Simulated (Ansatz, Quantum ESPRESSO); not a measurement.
# Lattice dynamics of CdF2 (Fm-3m) in two programs, part 2 of 4

Aim: the phonon dispersion of CdF2 (Fm-3m), checked by a second program.

Quantum ESPRESSO 7.5; DFT LDA, scalar-relativistic, plane waves, GBRV ultrasoft pseudopotentials.

So far. Step 2 (A probe with smearing): A gap of 2.8 eV opens on this mesh, so the crystal is taken as an insulator; the start stands at -5.1 GPa. Step 4 (Self-consistent run for the response): The cell stands at 0.073 GPa, close enough for phonons. The relaxed cell has a = 5.307 Å (conventional setting).

**5. Phonons on a q mesh**

Linear response treats each wavevector in the unit cell, with no supercell; the 4×4×4 mesh fixes the range of the force constants to be had.

The input, ph.in:

```
phonons
 &inputph
    prefix='x',
    outdir='./tmp',
    fildyn='x.dyn',
    tr2_ph=1.0d-18,
    epsil=.true.,
    ldisp=.true.,
    nq1=4,
    nq2=4,
    nq3=4,
 /
```

Launch:

```sh
$ OMP_NUM_THREADS=1 mpirun -n 4 ph.x -nk 4 -in ph.in > ph.out
```

Log:

```text
[banners, grids and lines that vanish by symmetry left out]
[banner, memory and clock lines left out]
Program PHONON v.7.5

[...]
(   1   1   0   0   0   0   0)
[...]
(   8 q-points):
[...]
kinetic-energy cut-off    =      45.0000  Ry
     charge density cut-off    =     270.0000  Ry
     convergence threshold     =      1.0E-18
[...]
(   1   1   0   0   0   0   0)
[...]
q = (   0.0000000   0.0000000   0.0000000 )
     49 Sym.Ops. (with q -> -q+G )
     G cutoff =  687.9890  (  18883 G-vectors)     FFT grid: ( 40, 40, 40)
     G cutoff =  458.6593  (  10177 G-vectors)  smooth grid: ( 32, 32, 32)
     number of k points=    29
[...]
Mode symmetry, O_h (m-3m)  point group:
     Dielectric constant
[...]
End of electric fields calculation
          Dielectric constant in cartesian axis
          (       2.927309273       0.000000000      -0.000000000 )
          (       0.000000000       2.927309273      -0.000000000 )
          (       0.000000000      -0.000000000       2.927309273 )
          Effective charges (d Force / dE) in cartesian axis without acoustic sum rule applied (asr)
           atom    1  Cd    Mean Z*:        2.44857
      Ex  (        2.44857        0.00000        0.00000 )
      Ey  (        0.00000        2.44857       -0.00000 )
      Ez  (        0.00000       -0.00000        2.44857 )
           atom    2  F     Mean Z*:       -1.22381
      Ex  (       -1.22381        0.00000       -0.00000 )
      Ey  (        0.00000       -1.22381       -0.00000 )
      Ez  (       -0.00000       -0.00000       -1.22381 )
           atom    3  F     Mean Z*:       -1.22381
      Ex  (       -1.22381       -0.00000       -0.00000 )
      Ey  (        0.00000       -1.22381        0.00000 )
      Ez  (       -0.00000       -0.00000       -1.22381 )
          Effective charges Sum: Mean:        0.00094
[...]
Effective charges (d Force / dE) in cartesian axis with asr applied:
           atom    1  Cd    Mean Z*:        2.44825
[...]
atom    2  F     Mean Z*:       -1.22413
[...]
atom    3  F     Mean Z*:       -1.22413
[...]
Representation #   1 modes #   1   2   3
[...]
End of self-consistent calculation
     Convergence has been achieved
     Representation #   2 modes #   4   5   6
[...]
End of self-consistent calculation
     Convergence has been achieved
     Representation #   3 modes #   7   8   9
[...]
End of self-consistent calculation
     Convergence has been achieved
[...]
Dielectric constant in cartesian axis
          (       2.927309273       0.000000000      -0.000000000 )
          (       0.000000000       2.927309273      -0.000000000 )
          (       0.000000000      -0.000000000       2.927309273 )
          Effective charges (d Force / dE) in cartesian axis without acoustic sum rule applied (asr)
           atom    1  Cd    Mean Z*:        2.44857
      Ex  (        2.44857        0.00000        0.00000 )
      Ey  (        0.00000        2.44857       -0.00000 )
      Ez  (        0.00000       -0.00000        2.44857 )
           atom    2  F     Mean Z*:       -1.22381
      Ex  (       -1.22381        0.00000       -0.00000 )
      Ey  (        0.00000       -1.22381       -0.00000 )
      Ez  (       -0.00000       -0.00000       -1.22381 )
           atom    3  F     Mean Z*:       -1.22381
      Ex  (       -1.22381       -0.00000       -0.00000 )
      Ey  (        0.00000       -1.22381        0.00000 )
      Ez  (       -0.00000       -0.00000       -1.22381 )
          Effective charges Sum: Mean:        0.00094
[...]
Effective charges (d Force / dE) in cartesian axis with asr applied:
           atom    1  Cd    Mean Z*:        2.44825
[...]
atom    2  F     Mean Z*:       -1.22413
[...]
atom    3  F     Mean Z*:       -1.22413
[...]
Effective charges (d P / du) in cartesian axis
[...]
q = (    0.000000000   0.000000000   0.000000000 )
     freq (    1) =      -0.274482 [THz] =      -9.155744 [cm-1]
     freq (    2) =      -0.274482 [THz] =      -9.155744 [cm-1]
     freq (    3) =      -0.274482 [THz] =      -9.155744 [cm-1]
     freq (    4) =       7.178663 [THz] =     239.454427 [cm-1]
     freq (    5) =       7.178663 [THz] =     239.454427 [cm-1]
     freq (    6) =       7.178663 [THz] =     239.454427 [cm-1]
     freq (    7) =       9.531844 [THz] =     317.948107 [cm-1]
     freq (    8) =       9.531844 [THz] =     317.948107 [cm-1]
     freq (    9) =       9.531844 [THz] =     317.948107 [cm-1]
     Mode symmetry, O_h (m-3m)  point group:
     freq (   1-   3) =         -9.2  [cm-1]   --> T_1u G_15  G_4- I
     freq (   4-   6) =        239.5  [cm-1]   --> T_1u G_15  G_4- I
     freq (   7-   9) =        317.9  [cm-1]   --> T_2g G_25' G_5+ R
[...]
Mode symmetry, C_3v (3m)   point group:
[...]
Representation #   1 mode #   1
[...]
End of self-consistent calculation
     Convergence has been achieved
     Representation #   2 mode #   2
     Convergence has been achieved
     Representation #   3 mode #   3
     Convergence has been achieved
     Representation #   4 modes #   4   5
     Convergence has been achieved
     Representation #   5 modes #   6   7
     Convergence has been achieved
     Representation #   6 modes #   8   9
     Convergence has been achieved
[...]
q = (   -0.250000000   0.250000000  -0.250000000 )
     freq (    1) =       1.893531 [THz] =      63.161389 [cm-1]
     freq (    2) =       1.893531 [THz] =      63.161389 [cm-1]
     freq (    3) =       3.760091 [THz] =     125.423135 [cm-1]
     freq (    4) =       7.500404 [THz] =     250.186540 [cm-1]
     freq (    5) =       7.500404 [THz] =     250.186540 [cm-1]
[...]
Mode symmetry, C_3v (3m)   point group:
     freq (   1-   2) =         63.2  [cm-1]   --> E    L_3
     freq (   3-   3) =        125.4  [cm-1]   --> A_1  L_1
     freq (   4-   5) =        250.2  [cm-1]   --> E    L_3
     freq (   6-   7) =        311.3  [cm-1]   --> E    L_3
     freq (   8-   8) =        312.2  [cm-1]   --> A_1  L_1
     freq (   9-   9) =        378.6  [cm-1]   --> A_1  L_1
[...]
Mode symmetry, D_3d (-3m)  point group:
[...]
Representation #   1 mode #   1
     Convergence has been achieved
     Representation #   2 modes #   2   3
     Convergence has been achieved
     Convergence has been achieved
     Convergence has been achieved
     Convergence has been achieved
[...]
q = (    0.500000000  -0.500000000   0.500000000 )
[...]
Mode symmetry, D_3d (-3m)  point group:
     freq (   1-   2) =         87.9  [cm-1]   --> E_u  L_3'
     freq (   3-   3) =        187.8  [cm-1]   --> A_2u L_2'
     freq (   4-   5) =        266.3  [cm-1]   --> E_g  L_3
     freq (   6-   7) =        299.8  [cm-1]   --> E_u  L_3'
     freq (   8-   8) =        306.9  [cm-1]   --> A_2u L_2'
     freq (   9-   9) =        361.1  [cm-1]   --> A_1g L_1
[...]
Mode symmetry, C_4v (4mm)  point group:
[...]
q = (    0.000000000   0.500000000   0.000000000 )
[...]
Mode symmetry, C_4v (4mm)  point group:
     freq (   1-   2) =         61.7  [cm-1]   --> E    G_5 D_5
     freq (   3-   3) =        149.0  [cm-1]   --> A_1  G_1 D_1
     freq (   4-   5) =        206.6  [cm-1]   --> E    G_5 D_5
     freq (   6-   6) =        246.7  [cm-1]   --> B_2  G_4 D_2'
     freq (   7-   8) =        345.0  [cm-1]   --> E    G_5 D_5
     freq (   9-   9) =        399.7  [cm-1]   --> A_1  G_1 D_1
[...]
Mode symmetry, C_s (m)     point group:
[...]
q = (    0.750000000  -0.250000000   0.750000000 )
[...]
Mode symmetry, C_s (m)     point group:
     freq (   1-   1) =         96.3  [cm-1]   --> A''
     freq (   2-   2) =        121.7  [cm-1]   --> A'
     freq (   3-   3) =        172.6  [cm-1]   --> A'
     freq (   4-   4) =        187.3  [cm-1]   --> A'
     freq (   5-   5) =        204.8  [cm-1]   --> A''
     freq (   6-   6) =        231.5  [cm-1]   --> A'
     freq (   7-   7) =        344.6  [cm-1]   --> A''
     freq (   8-   8) =        349.0  [cm-1]   --> A'
     freq (   9-   9) =        397.0  [cm-1]   --> A'
[...]
Mode symmetry, C_2v (mm2)  point group:
[...]
q = (    0.500000000   0.000000000   0.500000000 )
[...]
Mode symmetry, C_2v (mm2)  point group:
     freq (   1-   1) =         90.8  [cm-1]   --> B_1  D_3  S_3
     freq (   2-   2) =        103.6  [cm-1]   --> B_2  D_4  S_4
     freq (   3-   3) =        161.7  [cm-1]   --> A_1  D_1  S_1
     freq (   4-   4) =        185.2  [cm-1]   --> B_2  D_4  S_4
     freq (   5-   5) =        254.1  [cm-1]   --> A_2  D_2  S_2
     freq (   6-   6) =        288.3  [cm-1]   --> B_2  D_4  S_4
     freq (   7-   7) =        308.6  [cm-1]   --> B_1  D_3  S_3
     freq (   8-   8) =        337.1  [cm-1]   --> A_1  D_1  S_1
     freq (   9-   9) =        389.0  [cm-1]   --> A_1  D_1  S_1
[...]
Mode symmetry, D_4h(4/mmm) point group:
[...]
Convergence has been achieved
[...]
q = (    0.000000000  -1.000000000   0.000000000 )
[...]
freq (    8) =      10.964258 [THz] =     365.728296 [cm-1]
     freq (    9) =      12.372596 [THz] =     412.705394 [cm-1]
     Mode symmetry, D_4h(4/mmm) point group:
     freq (   1-   2) =        111.1  [cm-1]   --> E_u  X_5' M_5'
     freq (   3-   3) =        121.5  [cm-1]   --> B_1u X_2' M_2'
     freq (   4-   5) =        159.1  [cm-1]   --> E_g  X_5  M_5
     freq (   6-   6) =        199.5  [cm-1]   --> A_2u X_4' M_4'
     freq (   7-   8) =        365.7  [cm-1]   --> E_u  X_5' M_5'
     freq (   9-   9) =        412.7  [cm-1]   --> A_1g X_1  M_1
[...]
Mode symmetry, D_2d (-42m) point group:
[...]
Convergence has been achieved
     Convergence has been achieved
     Convergence has been achieved
     Representation #   4 mode #   4
     Convergence has been achieved
     Representation #   5 mode #   5
     Convergence has been achieved
     Representation #   6 modes #   6   7
[...]
End of self-consistent calculation
     Convergence has been achieved
     Representation #   7 modes #   8   9
[...]
End of self-consistent calculation
     Convergence has been achieved
[...]
q = (   -0.500000000  -1.000000000   0.000000000 )
     freq (    1) =       3.459823 [THz] =     115.407282 [cm-1]
     freq (    2) =       4.224802 [THz] =     140.924234 [cm-1]
     freq (    3) =       4.271220 [THz] =     142.472574 [cm-1]
     freq (    4) =       4.740817 [THz] =     158.136628 [cm-1]
     freq (    8) =      11.283710 [THz] =     376.384038 [cm-1]
     freq (    9) =      12.093195 [THz] =     403.385553 [cm-1]
     Mode symmetry, D_2d (-42m) point group:
     freq (   1-   1) =        115.4  [cm-1]   --> B_2  X_3  W_2
     freq (   2-   2) =        140.9  [cm-1]   --> B_1  X_2  W_1'
     freq (   3-   3) =        142.5  [cm-1]   --> A_2  X_4  W_2'
     freq (   4-   5) =        158.1  [cm-1]   --> E    X_5  W_3
     freq (   6-   7) =        292.9  [cm-1]   --> E    X_5  W_3
     freq (   8-   8) =        376.4  [cm-1]   --> B_2  X_3  W_2
     freq (   9-   9) =        403.4  [cm-1]   --> A_1  X_1  W_1
```

Run time: 47 min. Hardware: 4 MPI ranks of Intel Xeon Platinum 8559C (Emerald Rapids), shared host; peak memory of a rank 0.09 GiB; 2.2 h of CPU time.

Read from the output:

```yaml
miss_of_the_charge_sum_rule: 9.50e-4 e
largest_acoustic_frequency_at_the_zone_centre_before_the_sum_rule: -9.16 cm⁻¹
highest_optical_zone_centre_mode_no_lo_to_term: 317.9 cm⁻¹
lowest_optical_zone_centre_mode: 239.4 cm⁻¹
mean_high_frequency_dielectric_constant: 2.927
largest_born_charge_in_size_third_of_the_trace: 2.449 e
lowest_mode_on_the_q_mesh_acoustic_ones_at_the_zone_centre_apart: 61.7 cm⁻¹
```

Frequencies (cm⁻¹) at each irreducible wavevector; negative means imaginary. Frequencies by wavevector:

```csv
q (fractions),star,mode 1,mode 2,mode 3,mode 4,mode 5,mode 6,mode 7,mode 8,mode 9
0 0 0,1,-9.2,-9.2,-9.2,239.4,239.4,239.4,317.9,317.9,317.9
0 0 0.25,8,63.2,63.2,125.4,250.2,250.2,311.2,311.2,312.2,378.6
0 0 -0.5,4,87.9,87.9,187.8,266.3,266.3,299.8,299.8,306.9,361.1
0 0.25 0.25,6,61.7,61.7,149,206.6,206.6,246.7,345,345,399.7
0 0.25 -0.5,24,96.2,121.8,172.6,187.3,204.8,231.5,344.6,349,396.9
0 0.25 -0.25,12,90.8,103.5,161.7,185.2,254.1,288.3,308.6,337.1,389
0 -0.5 -0.5,3,111.1,111.1,121.5,159.1,159.1,199.5,365.7,365.7,412.7
0.25 -0.5 -0.25,6,115.4,140.9,142.5,158.1,158.1,292.9,292.9,376.4,403.4
```

Born charge (rows field, columns displacement), before the sum rule (e), principal values of the symmetric part by kind of site:

```csv
atom,atoms with these values,low,middle,high,mean
Cd1,1,2.45,2.45,2.45,2.45
F2,2,-1.22,-1.22,-1.22,-1.22
```

In full for Cd1:

```
2.45 0.00 0.00
0.00 2.45 0.00
0.00 0.00 2.45
```

High-frequency dielectric tensor:

```
2.93 0.00 0.00
0.00 2.93 0.00
0.00 0.00 2.93
```

The acoustic modes at Γ come out as far as 9.2 cm⁻¹ from zero, where they should vanish, a small numerical error; the Born charges miss their sum rule by 9.5e-4 e, which is good.

**6. Force constants in real space**

The dynamical matrices of the mesh are Fourier-transformed to force constants in real space, after the long-range dipole part is taken out.

The input, q2r.in:

```
 &input
    fildyn='x.dyn',
    zasr='simple',
    flfrc='x.fc',
 /
```

Launch:

```sh
$ q2r.x < q2r.in > q2r.out
```

Log:

```text
[banners, grids and lines that vanish by symmetry left out]
[banner, memory and clock lines left out]
Program Q2R v.7.5

  reading grid info from file x.dyn0

  reading force constants from file x.dyn1
 macroscopic fields = T
   2.92731   0.00000   0.00000
   0.00000   2.92731  -0.00000
[...]
na=            1
[...]
na=            2
[...]
na=            3
[...]
0.00000  -1.22381   0.00000
  -0.00000  -0.00000  -1.22381
  alpha Ewald:    2.548107
  nqs=            1
 q=   0.00000000  0.00000000  0.00000000
  reading force constants from file x.dyn2
  alpha Ewald:    2.548107
  nqs=            8
 q=  -0.25000000  0.25000000 -0.25000000
[...]
reading force constants from file x.dyn7
  alpha Ewald:    2.548107
  nqs=            3
[...]
reading force constants from file x.dyn8
  alpha Ewald:    2.548107
  nqs=            6
[...]
q=  -1.00000000 -0.50000000  0.00000000
 q=   0.00000000 -0.50000000 -1.00000000

      q-space grid ok, #points =   64

      fft-check success (sum of imaginary terms < 10^-12)
```

Wall time 1.4 s (1 thread); peak memory 0.04 GiB.

**7. Dispersion**

From the force constants any wavevector is cheap; points of the mesh come back as solved, but for the sum rule and, in polar crystals, the LO-TO term at Γ; the rest is interpolation.

The input, matdyn.in:

```
 &input
    asr='simple',
    flfrc='x.fc',
    flfrq='x.freq',
    flvec='x.modes',
    q_in_band_form=.true.,
    q_in_cryst_coord=.true.,
 /
8
  0.0000000   0.0000000   0.0000000  12  ! GAMMA
 -0.0000000   0.5000000   0.5000000  12  ! X
 -0.0000000   0.6250000   0.3750000   1  ! U
 -0.3750000   0.3750000  -0.0000000  12  ! K
  0.0000000   0.0000000   0.0000000  12  ! GAMMA
 -0.0000000   0.5000000  -0.0000000  12  ! L
 -0.2500000   0.5000000   0.2500000  12  ! W
 -0.0000000   0.5000000   0.5000000   1  ! X
```

Launch:

```sh
$ matdyn.x -in matdyn.in > matdyn.out
```

Log:

```text
[banner, memory and clock lines left out]
Program MATDYN v.7.5

 mass for atomic type   1 not given; uses mass from file x.fc
 mass for atomic type   2 not given; uses mass from file x.fc
```

Run time: 1.3 s. Hardware: 1 thread; peak memory 0.04 GiB.

This step gave:

```
lowest frequency on the path : 0 cm⁻¹
```

Matdyn.x, sum rule simple. Phonon branches along the path, in cm⁻¹:

```csv
point,branch 1,branch 2,branch 3,branch 4,branch 5,branch 6,branch 7,branch 8,branch 9
Γ,0,0,0,240,240,318,318,318,390
halfway,62,62,149,207,207,247,345,345,400
X,111,111,122,160,160,200,366,366,413
halfway,110,121,125,169,179,194,362,363,411
U,106,132,142,179,194,220,351,356,405
jump to K,106,132,142,179,194,220,351,356,405
halfway,75,79,143,204,281,283,308,331,385
Γ,0,0,0,240,240,318,318,318,390
halfway,64,64,126,250,250,312,312,312,379
L,88,88,188,267,267,300,300,307,361
halfway,98,125,172,199,204,295,298,354,390
W,116,142,143,158,158,293,293,377,404
halfway,113,126,128,155,187,212,348,371,409
X,111,111,122,160,160,200,366,366,413
```

The phonon branches as a text plot (rows in cm⁻¹):

```
    404 |     ***************                          **********
    387 |*****               ****************        **
    370 |          ******                    **** ***  **********
    353 |      ****     *****                    *   **       *
    335 |   ***           ********                  *        *
    318 |***                 *   *************    **        *
    301 |   *                 *** **         ***************
    284 |    *                * **                         *
    267 |     *             ** * **           *****
    249 |      *              *    ****  *****     **       *
    232 |****             ****     ******           *        *
    215 |    ****        ***     **                  *
    198 |       ** ******      **                     *       ***
    181 |        **    ********                 ****** *    ** *
    163 |       * ******    ****              **      ******  ***
    146 |      *   *     ***    *            *         *******
    129 |     *     *********    *          *         *     *****
    112 |    *      ******   **   *        *         * **********
     95 |         **      ******          *      ******
     77 |   *   **             *** *         ****
     60 |  *   *                 ** *    * **
     43 |    **                   **    ***
     26 | ***                      **** *
      9 |**                          ***
         Γ           X  U|K            Γ         L        W     X
```

All branches are real along the path.

**8. Density of states**

Sums over the zone need many more wavevectors than were solved, so the interpolation is sampled on a dense mesh.

The input, matdyn.in:

```
 &input
    asr='simple',
    flfrc='x.fc',
    dos=.true.,
    fldos='x.dos',
    nk1=15,
    nk2=15,
    nk3=15,
    deltaE=1.0,
 /
```

Launch:

```sh
$ matdyn.x -in matdyn.in > matdyn.out
```

Log:

```text
[banner, memory and clock lines left out]
Program MATDYN v.7.5

 mass for atomic type   1 not given; uses mass from file x.fc
 mass for atomic type   2 not given; uses mass from file x.fc
```

It took 15 s on 1 thread; peak memory 0.06 GiB.

Read from the output:

- share of imaginary modes on the dense interpolated mesh: 0
- zero-point energy per atom: 43.21 meV
- heat capacity at 300 K: 22.18 J/(mol atoms K)
- vibrational entropy at 300 K: 26.81 J/(mol atoms K)

The phonon density of states has structure finer than the step of the table below, so its rows give means over 10 cm⁻¹. Peaks (cm⁻¹: height): total 94.0: 0.0424, 134.0: 0.0275, 170.0: 0.0483, 284.0: 0.0210, 322.0: 0.0357, 390.0: 0.0388; Cd 98.0: 0.0372, 170.0: 0.0306; F 134.0: 0.0142, 234.0: 0.0215, 284.0: 0.0201, 322.0: 0.0348, 390.0: 0.035.

Tetrahedra. Table of phonon density of states by wavenumber; means over each step; values in 1/cm⁻¹/cell:

```csv
wavenumber (cm⁻¹),total,Cd,F
10,7.6e-5,5.8e-5,2.1e-5
20,7.6e-4,5.7e-4,1.9e-4
30,0.00183,0.00139,4.4e-4
40,0.00346,0.00265,8.1e-4
50,0.00559,0.00434,0.00125
60,0.00837,0.00660,0.00177
70,0.0127,0.0102,0.00248
80,0.0201,0.0167,0.00344
90,0.0373,0.0324,0.00491
100,0.0416,0.0368,0.00479
110,0.0344,0.0306,0.00380
120,0.0178,0.0145,0.00337
130,0.0228,0.0136,0.00917
140,0.0153,0.00746,0.00787
150,0.0148,0.00844,0.00637
160,0.0295,0.0179,0.0116
170,0.0462,0.0292,0.0170
180,0.0390,0.0231,0.0159
190,0.0288,0.0111,0.0177
200,0.0247,0.00593,0.0187
210,0.0228,0.00308,0.0197
220,0.0228,0.00250,0.0203
230,0.0232,0.00230,0.0209
240,0.0224,0.00200,0.0205
250,0.0208,0.00141,0.0194
260,0.0207,0.00110,0.0196
270,0.0158,7.4e-4,0.0151
280,0.0179,8.1e-4,0.0171
290,0.0188,9.3e-4,0.0179
300,0.0112,4.7e-4,0.0108
310,0.0288,0.00112,0.0277
320,0.0337,9.3e-4,0.0327
330,0.0330,8.4e-4,0.0321
340,0.0306,7.9e-4,0.0298
350,0.0286,7.7e-4,0.0278
360,0.0276,8.3e-4,0.0268
370,0.0188,6.0e-4,0.0182
380,0.0162,0.00116,0.0151
390,0.0352,0.00290,0.0322
400,0.0325,9.0e-4,0.0316
```

Harmonic thermodynamic functions per atom, summed over the density of states scaled to three modes an atom; melting is ignored. Thermodynamic functions:

```csv
T (K),F_vib (meV/atom),S (J/mol-atom/K),C_V (J/mol-atom/K)
0,43.21,0,0
50,42.92,1.981,4.451
100,40.56,7.373,11.68
200,27.05,18.32,19.45
300,3.46,26.81,22.18
400,-27.86,33.37,23.31
500,-65.26,38.64,23.87
600,-107.6,43.02,24.19
700,-154.2,46.77,24.39
800,-204.4,50.03,24.51
900,-257.8,52.92,24.6
1000,-314,55.52,24.67
```

At 300 K the heat capacity has reached 89 % of the Dulong-Petit value.

(Continued in part 3 of 4.)

[Long decimals in the printed logs are rounded to 6 places.]

[Host names, launcher messages, clock columns and parts of forces and stress are left out of these logs.]

[Logs are printed without paths, hosts, clocks, repeated set-up lines and the standing remarks that a program may print on its own settings, such as how far it seeks lower states.]

[Hosts, paths, dates, database ids (printed as entryN), source tags and the programs' standing remarks are cut or masked in the printed files.]

[Where Elk ran, warnings of its patched build on accuracy (core leakage, angular cutoffs, spin-orbit splittings, empty states, lower magnetic states) are left out.]

[Sessions in which a second program contradicted a gradient-corrected response are left out of this set, so agreement between programs is selected.]
